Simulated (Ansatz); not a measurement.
**Changed inputs in constrained RPA: KCrF3 (cubic perovskite) (Pm-3m)**

Wanted: the sensitivity and cost of U and J for KCrF3 (cubic perovskite) (Pm-3m).

Method: constrained RPA on LDA, plane waves, PAW, in Ansatz 0.2.0.

The structure was built from a prototype and need not be the compound's stable phase.

## 1. The starting structure

It takes space group Pm-3m (No. 221, cubic). The conventional cell has a = 3.901 Å, b = 3.901 Å, c = 3.901 Å, α = 90.00°, β = 90.00°, γ = 90.00°. Nearest to K lie 12 F at 2.76 Å. Nearest to Cr lie 6 F at 1.95 Å. Nearest to F lie 2 Cr at 1.95 Å and 4 K at 2.76 Å. Farther neighbours and most contacts between anions are not listed.

Structure file:

```cif
data_structure
_symmetry_space_group_name_H-M 'P 1'
_symmetry_Int_Tables_number 1
_cell_length_a 3.9009
_cell_length_b 3.9009
_cell_length_c 3.9009
_cell_angle_alpha 90.000
_cell_angle_beta 90.000
_cell_angle_gamma 90.000
_cell_volume 59.36
loop_
_atom_site_label
_atom_site_type_symbol
_atom_site_fract_x
_atom_site_fract_y
_atom_site_fract_z
_atom_site_occupancy
K1 K 0.00000 0.00000 0.00000 1
Cr2 Cr 0.50000 0.50000 0.50000 1
F3 F 0.50000 0.50000 0.00000 1
F4 F 0.50000 0.00000 0.50000 1
F5 F 0.00000 0.50000 0.50000 1
```

The structure was relaxed with LDA. The structure type comes from a generator and need not be one that this composition takes. The structure was generated from a model, not taken from a measurement. The runs that relaxed it are not among those shown. The program's search for lower electronic states was switched off, so nothing shows that the state found is the lowest. The default PAW set here is soft_2. Its files were made with PBE.

## 2. Base: Cr d, bands v2 to c3, 4×4×4 mesh, medium accuracy

Constrained RPA screens the interaction with every transition except those inside the target bands, which a later many-body model would treat itself.

input.yaml

```yaml
crystal:
  lattice:
    - [0.0, -3.90088597, 0.0]
    - [0.0, 0.0, 3.90088597]
    - [-3.90088597, 0.0, 0.0]
  atoms:
    - { symbol: K, position: [0.0, 0.0, 0.0] }
    - { symbol: Cr, position: [0.5, 0.5, 0.5] }
    - { symbol: F, position: [0.5, 0.5, 0.0] }
    - { symbol: F, position: [0.5, 0.0, 0.5] }
    - { symbol: F, position: [0.0, 0.5, 0.5] }
kpoints:
  mp_grid: { grid: [6, 6, 6] }
hamiltonian:
  xc: lda
scf:
  occupations: { method: gaussian, width: 0.08 }
  n_extra_bands: 19
  max_iter: 150
  lower_state_search: "off"
output:
  crpa:
    kmesh: [4, 4, 4]
    target_bands: [v2, c3]
    projections: [{ species: Cr, l: d, shell: 3 }]
  local_orbitals:
    kmesh: [8, 8, 8]
    orbitals: [{ species: Cr, l: d, shell: 3 }]
    window: { bands: [v2, c3] }
    seedname: lo
```

Command:

```sh
ansatz run input.yaml --threads 4 --pin off --max-ram 9216MiB --backend cpu --events-out ev --progress --plain --runs-dir out
```

Numbers of over 12 decimals in the logs are rounded to 6 here.

Log:

```text
scf.n_extra_bands = 19 over 22 filled bands (N_el = 44.0): the run solves 41 bands
Engine: ansatz 0.2.0, x86_64-unknown-linux-gnu
Pseudopotentials: kind: paw
Pseudopotential: K, paw, valence charge 9, recommended cutoff 420 eV (normal), K.paw.azcp
Pseudopotential: Cr, paw, valence charge 14, recommended cutoff 420 eV (normal), Cr.paw.azcp
Pseudopotential: F, paw, valence charge 7, recommended cutoff 420 eV (normal), F.paw.azcp
Functional definition: SPW92
  exchange = slater_x
  correlation = pw_c
Crystal: 5 atoms, lattice volume = 59.359 Å³
Basis set: ecut = 420 eV, 1189 PW (Γ)
Bands: 41, of which v1, the nominal top of the filled ones, is band 22 counted from 1 (21 counted from 0)
Symmetry: 48 space group operations
Space group: Pm-3m (ITA 221), of the structure as read, at distance tolerance 3.9e-5 Å
k-points: 20 of 216
Non-local potential: K, projectors of the file, l = 0: 3, l = 1: 2, l = 2: 2
Non-local potential: Cr, projectors of the file, l = 0: 3, l = 1: 2, l = 2: 3, l = 3: 1
Non-local potential: F, projectors of the file, l = 0: 2, l = 1: 2, l = 2: 1
PAW form: soft (Blöchl's): semilocal exchange-correlation on the pseudo side does not see the compensation charge
PAW frozen core: K, regenerated for the run's functional, and the local potential with it (the file was generated under x = pbe(κ = 0.804, μ = 0.219515), c = pbe(β = 0.066725))
PAW frozen core: Cr, regenerated for the run's functional, and the local potential with it (the file was generated under x = pbe(κ = 0.804, μ = 0.219515), c = pbe(β = 0.066725))
PAW frozen core: F, regenerated for the run's functional, and the local potential with it (the file was generated under x = pbe(κ = 0.804, μ = 0.219515), c = pbe(β = 0.066725))
PAW one-centre angular grid: K, 110 points (default); XC on 64 Gauss nodes
PAW one-centre angular grid: Cr, 590 points (default); XC on 64 Gauss nodes
PAW one-centre angular grid: F, 110 points (default); XC on 64 Gauss nodes
Initial density: superposition of atomic densities (neutral atoms: chi_scale 0, normalization atom), corrected by the library's trained network
Initial wavefunctions: pseudopotential atomic-orbital guess
Functional: x = slater, c = lda
SCF iter   1: F=—  HF=-7203.032249 eV  |F-HF|=—  |Δ(HF+E_count)|=         —  Δρ=2.19e-2  dr2=1.85e-1  ethr=1.77e-3  ⟨swp⟩=5.1  Hψ=3472  notcnv=0  defer=146
preconditioner: auto → LDOS  [insulator: Δε(μ)=0.112 eV  Ē_g=20.623 eV  σ=0.080 eV  W_gap=0.59  n_scr=18 (ndim 8)  ℏωp=28.1 eV  f_vac=0.044  D(μ)=4.75/eV (n_scr^D=56)  ε∞_Penn≈2.9  β→1.0]
SCF iter   2: F=—  HF=-7203.004197 eV  |F-HF|=—  |Δ(HF+E_count)|=   2.81e-2  Δρ=1.76e-2  dr2=8.81e-2  ethr=4.21e-4  ⟨swp⟩=2.0  Hψ=1547  notcnv=0  defer=208
[...]
NSCF: frozen V_eff on 38 k-points
NSCF: frozen V_eff on 10 k-points
[...]
cRPA screening: q 1/64
cRPA screening: q 2/64
cRPA screening: q 8/64 (q-point 3)
cRPA screening: q 11/64 (q-point 6)
cRPA screening: q 23/64 (q-point 7)
cRPA screening: q 35/64 (q-point 11)
cRPA screening: q 38/64 (q-point 22)
cRPA screening: q 46/64 (q-point 23)
cRPA screening: q 58/64 (q-point 27)
cRPA screening: q 64/64 (q-point 43)
SCF converged after 8 iterations
Free energy (F): -7202.972272 eV
Harris-Foulkes:  -7202.972272 eV  (|F-HF|=6.14e-9)
Internal energy: -7202.956790 eV  (E = F + TS)
E sigma→0 (E₀):  -7202.964531 eV
Entropy (-TS):   -0.015482 eV (-3.096 meV/atom)
Fermi energy:    10.831865 eV
--- Per-component energies (eV) ---
  E_band       = -385.950679
  E_kinetic    = 1217.119263
  E_local      = -3941.284430  (includes V_loc(G=0)·N_el)
  E_nonlocal   = 331.655559
  E_hartree    = 1562.524683
  E_xc         = -505.102987
  E_vxc        = -643.629898  (∫ρ·V_xc dr)
  E_paw        = -2448.841406  (= ΣΔE_a)
  E_vpaw       = -474.861124  (= ΣTr[D̂ρ^β])
  E_aug_tail   = 0.006836  (compensation charges beyond the density's cutoff)
  E_ewald      = -3419.996688
  E_core_change = 0.962380  (= ΣΔE_core)
  E_smearing   = -0.015482  (= −TS)
  E_closure    = 0.000000  (closes the sum)
  Σ components = -7202.972272   (vs F -7202.972272, Δ=0.00e0)
--- Band table (eV; the first three rows and the last of 20) ---
  k-point 0: bands = [... 18 lower, 3.7654, 3.7654, 9.8289, 9.8289, 9.8289, 11.1227, 11.1227, 12.1699, ... 15 higher]
  k-point 1: bands = [... 18 lower, 3.6922, 3.6922, 9.8516, 10.0589, 10.0589, 11.1294, 11.4870, 12.6876, ... 15 higher]
  k-point 2: bands = [... 18 lower, 3.5792, 3.5792, 9.8979, 10.5129, 10.5129, 11.1407, 12.0470, 13.9209, ... 15 higher]
  k-point 19: bands = [... 18 lower, 4.1384, 4.1384, 11.3194, 11.3194, 11.3194, 13.6052, 13.6052, 15.1368, ... 15 higher]
--- cRPA (band scheme, projected local orbitals): target bands 21..25 (1-based), 5 Wannier function(s), 4×4×4 mesh, 50 bands' worth read of 55 solved, ecut_chi 136.0 eV, v(q+G=0) probe_charge, pair densities all_electron ---
  bands read: the sum over 50 bands ends inside a degenerate multiplet in 6 slots, whose members it reads at an even weight; the widest, k=26: bands 50 to 51 (counted from 1) at 1/2 each
  χ-basis size per q: N_G = 203..228
  window electrons = 4.0000, filled by tetrahedron_uncorrected; constrained ε̄⁻¹(q = 0, 0) head = 0.389973; min gauge Gram eig = 0.7608
  Kanamori averages over each shell's own Wannier functions (sites counted from 0, functions from 1):
    Site 1, 3D, 5 of 5 d orbitals (Wannier functions 1, 2, 3, 4, 5; wannier90's mr 1, 2, 3, 4, 5):
      screened: U = 6.9343 eV, U' = 5.8808 eV, J = 0.5292 eV
      screened d-shell averages: U_bar = F0 = 6.0915 eV, J_bar = 0.7399 eV
      screened, to within: U = 1.2e-2 eV, U' = 1.2e-2 eV, J = 7.7e-4 eV
      screened d-shell averages, to within: U_bar = 1.1e-2 eV, J_bar = 1.1e-3 eV
      bare: V = 19.2187 eV, V' = 17.8819 eV, J = 0.6490 eV
      bare d-shell averages: V_bar = F0 = 18.1492 eV, J_bar = 0.9164 eV
  Hermiticity witness max|P − P†| over intra, direct and exchange elements: 7.11e-15 eV (screened), 7.11e-15 eV (bare)
  Reality witness max|Im| over intra, direct and exchange elements: 8.85e-19 eV (screened), 5.24e-18 eV (bare)
```

Wall time 24 s (4 threads of Intel Xeon 6975P-C (Granite Rapids), shared host); peak memory 0.65 GiB; 90 s of CPU time.

The column dr2 measures how far the density is from self-consistency, as an energy; F and HF (Harris–Foulkes) agree once it is small.

Numbers from this step:

```
U                                                 : 6.934 eV
U prime (inter-orbital)                           : 5.881 eV
J                                                 : 0.5292 eV
bare V                                            : 19.22 eV
bare J                                            : 0.6490 eV
stated bound on U                                 : 0.01166 eV
U over bare V                                     : 0.3608
electrons in the window                           : 4.000
head of the constrained inverse dielectric matrix : 0.3900
least eigenvalue of the projection's overlap      : 0.7608
target functions                                  : 5
bands in the sums                                 : 50
r.m.s. miss of the model bands                    : 1.31e-4 eV
width of the target bands                         : 3.776 eV
weight of the projected orbitals in the window    : 0.8732
```

On the Cr d shell, screening brings the on-site interaction from 19.2 eV down to U = 6.93 eV.

## 3. Changed: 6×6×6 mesh

input.yaml, as its differences from that of step 2:

```diff
@@ -22,9 +22,4 @@
   crpa:
-    kmesh: [4, 4, 4]
+    kmesh: [6, 6, 6]
     target_bands: [v2, c3]
     projections: [{ species: Cr, l: d, shell: 3 }]
-  local_orbitals:
-    kmesh: [8, 8, 8]
-    orbitals: [{ species: Cr, l: d, shell: 3 }]
-    window: { bands: [v2, c3] }
-    seedname: lo
```

Log:

```text
[...]
Crystal: 5 atoms, lattice volume = 59.359 Å³
Basis set: ecut = 420 eV, 1189 PW (Γ)
Bands: 41, of which v1, the nominal top of the filled ones, is band 22 counted from 1 (21 counted from 0)
Symmetry: 48 space group operations
[...]
k-points: 20 of 216
[...]
SCF iter   1: F=—  HF=-7203.032249 eV  |F-HF|=—  |Δ(HF+E_count)|=         —  Δρ=2.19e-2  dr2=1.85e-1  ethr=1.77e-3  ⟨swp⟩=5.1  Hψ=3472  notcnv=0  defer=146
[...]
SCF iter   8: F=-7202.972272 eV  HF=-7202.972272 eV  |F-HF|=6.14e-9  |Δ(HF+E_count)|=   3.41e-8  Δρ=5.06e-6  dr2=1.08e-8  ethr=2.27e-10  ⟨swp⟩=9.3  Hψ=3699  notcnv=0
SCF 1 converged in 8 iterations: F = -7202.972272 eV  dr2 = 1.08e-8
[...]
NSCF: frozen V_eff on 20 k-points
[...]
cRPA screening: q 1/216
cRPA screening: q 2/216
cRPA screening: q 8/216 (q-point 3)
cRPA screening: q 14/216 (q-point 4)
cRPA screening: q 17/216 (q-point 8)
[...]
E sigma→0 (E₀):  -7202.964531 eV
Entropy (-TS):   -0.015482 eV (-3.096 meV/atom)
Fermi energy:    10.831865 eV
[...]
--- Band table (eV; the first three rows and the last of 20) ---
  k-point 0: bands = [... 18 lower, 3.7654, 3.7654, 9.8289, 9.8289, 9.8289, 11.1227, 11.1227, 12.1699, ... 15 higher]
  k-point 1: bands = [... 18 lower, 3.6922, 3.6922, 9.8516, 10.0589, 10.0589, 11.1294, 11.4870, 12.6876, ... 15 higher]
  k-point 2: bands = [... 18 lower, 3.5792, 3.5792, 9.8979, 10.5129, 10.5129, 11.1407, 12.0470, 13.9209, ... 15 higher]
  k-point 19: bands = [... 18 lower, 4.1384, 4.1384, 11.3194, 11.3194, 11.3194, 13.6052, 13.6052, 15.1368, ... 15 higher]
[...]
χ-basis size per q: N_G = 203..228
[...]
screened: U = 6.9339 eV, U' = 5.8806 eV, J = 0.5292 eV
      screened d-shell averages: U_bar = F0 = 6.0913 eV, J_bar = 0.7399 eV
      screened, to within: U = 1.3e-2 eV, U' = 1.3e-2 eV, J = 7.7e-4 eV
      screened d-shell averages, to within: U_bar = 1.1e-2 eV, J_bar = 1.1e-3 eV
      bare: V = 19.2038 eV, V' = 17.8672 eV, J = 0.6489 eV
      bare d-shell averages: V_bar = F0 = 18.1345 eV, J_bar = 0.9162 eV
[...]
[key lines of the parts left out:]
SCF converged after 8 iterations
Free energy (F): -7202.972272 eV
```

The job ended after 2.5 min (4 threads; peak memory 0.83 GiB; 9.2 min of CPU time).

This step gave:

```yaml
u: 6.934 eV
u_prime_inter_orbital: 5.881 eV
j: 0.5292 eV
bare_v: 19.20 eV
bare_j: 0.6489 eV
stated_bound_on_u: 0.01213 eV
u_over_bare_v: 0.3611
electrons_in_the_window: 4.000
head_of_the_constrained_inverse_dielectric_matrix: 0.3911
least_eigenvalue_of_the_projection_s_overlap: 0.7608
target_functions: 5
bands_in_the_sums: 50
width_of_the_target_bands: 3.776 eV
weight_of_the_projected_orbitals_in_the_window: 0.8732
```

On the Cr d shell, screening brings the on-site interaction from 19.2 eV down to U = 6.93 eV.

## 4. Changed: 2×2×2 mesh

input.yaml, as its differences from that of step 3:

```diff
@@ -22,3 +22,3 @@
   crpa:
-    kmesh: [6, 6, 6]
+    kmesh: [2, 2, 2]
     target_bands: [v2, c3]
```

Log:

```text
[...]
Crystal: 5 atoms, lattice volume = 59.359 Å³
Basis set: ecut = 420 eV, 1189 PW (Γ)
Bands: 41, of which v1, the nominal top of the filled ones, is band 22 counted from 1 (21 counted from 0)
Symmetry: 48 space group operations
[...]
k-points: 20 of 216
[...]
χ-basis size per q: N_G = 203..228
[...]
screened: U = 7.1987 eV, U' = 6.1308 eV, J = 0.5359 eV
      screened d-shell averages: U_bar = F0 = 6.3444 eV, J_bar = 0.7494 eV
      screened, to within: U = 1.1e-2 eV, U' = 1.1e-2 eV, J = 8.0e-4 eV
      screened d-shell averages, to within: U_bar = 9.7e-3 eV, J_bar = 1.2e-3 eV
      bare: V = 19.4770 eV, V' = 18.1285 eV, J = 0.6554 eV
      bare d-shell averages: V_bar = F0 = 18.3982 eV, J_bar = 0.9251 eV
[...]
[key lines of the parts left out:]
SCF converged after 8 iterations
Free energy (F): -7202.972272 eV
Fermi energy:    10.831865 eV
```

Wall time 3.9 s (4 threads); peak memory 0.56 GiB; 13 s of CPU time.

This step gave:

```yaml
u: 7.199 eV
u_prime_inter_orbital: 6.131 eV
j: 0.5359 eV
bare_v: 19.48 eV
bare_j: 0.6554 eV
stated_bound_on_u: 0.01093 eV
u_over_bare_v: 0.3696
electrons_in_the_window: 4.000
head_of_the_constrained_inverse_dielectric_matrix: 0.3684
least_eigenvalue_of_the_projection_s_overlap: 0.7608
target_functions: 5
bands_in_the_sums: 50
width_of_the_target_bands: 3.776 eV
weight_of_the_projected_orbitals_in_the_window: 0.8732
```

On the Cr d shell, screening brings the on-site interaction from 19.5 eV down to U = 7.20 eV.

## 5. Changed: accuracy low

input.yaml, as its differences from that of step 4:

```diff
@@ -22,4 +22,5 @@
   crpa:
-    kmesh: [2, 2, 2]
+    kmesh: [4, 4, 4]
     target_bands: [v2, c3]
     projections: [{ species: Cr, l: d, shell: 3 }]
+    accuracy: low
```

Log:

```text
[...]
Crystal: 5 atoms, lattice volume = 59.359 Å³
Basis set: ecut = 420 eV, 1189 PW (Γ)
Bands: 41, of which v1, the nominal top of the filled ones, is band 22 counted from 1 (21 counted from 0)
Symmetry: 48 space group operations
[...]
k-points: 20 of 216
[...]
χ-basis size per q: N_G = 203..228
[...]
screened: U = 6.8858 eV, U' = 5.8349 eV, J = 0.5280 eV
      screened d-shell averages: U_bar = F0 = 6.0451 eV, J_bar = 0.7382 eV
      screened, to within: U = 1.6e-1 eV, U' = 1.6e-1 eV, J = 7.9e-3 eV
      screened d-shell averages, to within: U_bar = 1.4e-1 eV, J_bar = 1.2e-2 eV
      bare: V = 19.2187 eV, V' = 17.8819 eV, J = 0.6490 eV
      bare d-shell averages: V_bar = F0 = 18.1492 eV, J_bar = 0.9164 eV
[...]
[key lines of the parts left out:]
SCF converged after 8 iterations
Free energy (F): -7202.972272 eV
Fermi energy:    10.831865 eV
```

Run time: 11 s. Hardware: 4 threads; peak memory 0.6 GiB; 41 s of CPU time.

Numbers from this step:

| Quantity | Value |
| --- | --- |
| U | 6.886 eV |
| U prime (inter-orbital) | 5.835 eV |
| J | 0.5280 eV |
| bare V | 19.22 eV |
| bare J | 0.6490 eV |
| stated bound on U | 0.1507 eV |
| U over bare V | 0.3583 |
| electrons in the window | 4.000 |
| head of the constrained inverse dielectric matrix | 0.3898 |
| least eigenvalue of the projection's overlap | 0.7608 |
| target functions | 5 |
| bands in the sums | 50 |
| width of the target bands | 3.776 eV |
| weight of the projected orbitals in the window | 0.8732 |

On the Cr d shell, screening brings the on-site interaction from 19.2 eV down to U = 6.89 eV.

## 6. Changed: smooth pair densities

input.yaml, as its differences from that of step 5:

```diff
@@ -25,2 +25,2 @@
     projections: [{ species: Cr, l: d, shell: 3 }]
-    accuracy: low
+    pair_densities: pseudo
```

Log:

```text
[...]
Crystal: 5 atoms, lattice volume = 59.359 Å³
Basis set: ecut = 420 eV, 1189 PW (Γ)
Bands: 41, of which v1, the nominal top of the filled ones, is band 22 counted from 1 (21 counted from 0)
Symmetry: 48 space group operations
[...]
k-points: 20 of 216
[...]
screened, to within: U = 7.4e-3 eV, U' = 7.4e-3 eV, J = 1.7e-4 eV
      screened d-shell averages, to within: U_bar = 7.1e-3 eV, J_bar = 2.5e-4 eV
      screened, sum over states alone: U = 7.4535 eV, U' = 6.1904 eV, J = 0.6212 eV
      screened d-shell averages, sum over states alone: U_bar = F0 = 6.4430 eV, J_bar = 0.8739 eV
      bare: V = 19.2187 eV, V' = 17.8819 eV, J = 0.6490 eV
      bare d-shell averages: V_bar = F0 = 18.1492 eV, J_bar = 0.9164 eV
[...]
[key lines of the parts left out:]
SCF converged after 8 iterations
Free energy (F): -7202.972272 eV
Fermi energy:    10.831865 eV
```

Wall time 29 s (4 threads); peak memory 0.57 GiB; 1.8 min of CPU time.

This step gave:

| Quantity | Value |
| --- | --- |
| U | 6.977 eV |
| U prime (inter-orbital) | 5.876 eV |
| J | 0.5546 eV |
| bare V | 19.22 eV |
| bare J | 0.6490 eV |
| stated bound on U | 0.007382 eV |
| U over bare V | 0.3630 |
| electrons in the window | 4.000 |
| head of the constrained inverse dielectric matrix | 0.3903 |
| least eigenvalue of the projection's overlap | 0.7608 |
| target functions | 5 |
| bands in the sums | 50 |
| width of the target bands | 3.776 eV |
| weight of the projected orbitals in the window | 0.8732 |

On the Cr d shell, screening brings the on-site interaction from 19.2 eV down to U = 6.98 eV.

## 7. Changed: more bands than orbitals

input.yaml, as its differences from that of step 6:

```diff
@@ -23,4 +23,3 @@
     kmesh: [4, 4, 4]
-    target_bands: [v2, c3]
+    target_bands: [v2, c4]
     projections: [{ species: Cr, l: d, shell: 3 }]
-    pair_densities: pseudo
```

Log:

```text
Error: invalid value for `output.crpa.projections`: 5 orbital(s) selected but the target window spans 6 band(s); name one orbital per band of it
```

Wall time 0.07 s (4 threads); peak memory 0.11 GiB.

The input was rejected at the start.

The program's message: “Error: invalid value for `output.crpa.projections`: 5 orbital(s) selected but the target window spans 6 band(s); name one orbital per band of it”

The fault put into this input: more bands than orbitals.

(Continued in part 2 of 2.)

[Paths, hosts, dates, memory and timing lines, banners, echoed tables and standing remarks are left out of the program output.]

[Logs are printed without paths, hosts, clocks, repeated set-up lines and the standing remarks that a program may print on its own settings, such as how far it seeks lower states.]

[Runs of the session that timed out or met a known fault of the program may be left out.]

[Hosts, paths, dates, database ids (printed as entryN), source tags and the programs' standing remarks are cut or masked in the printed files.]
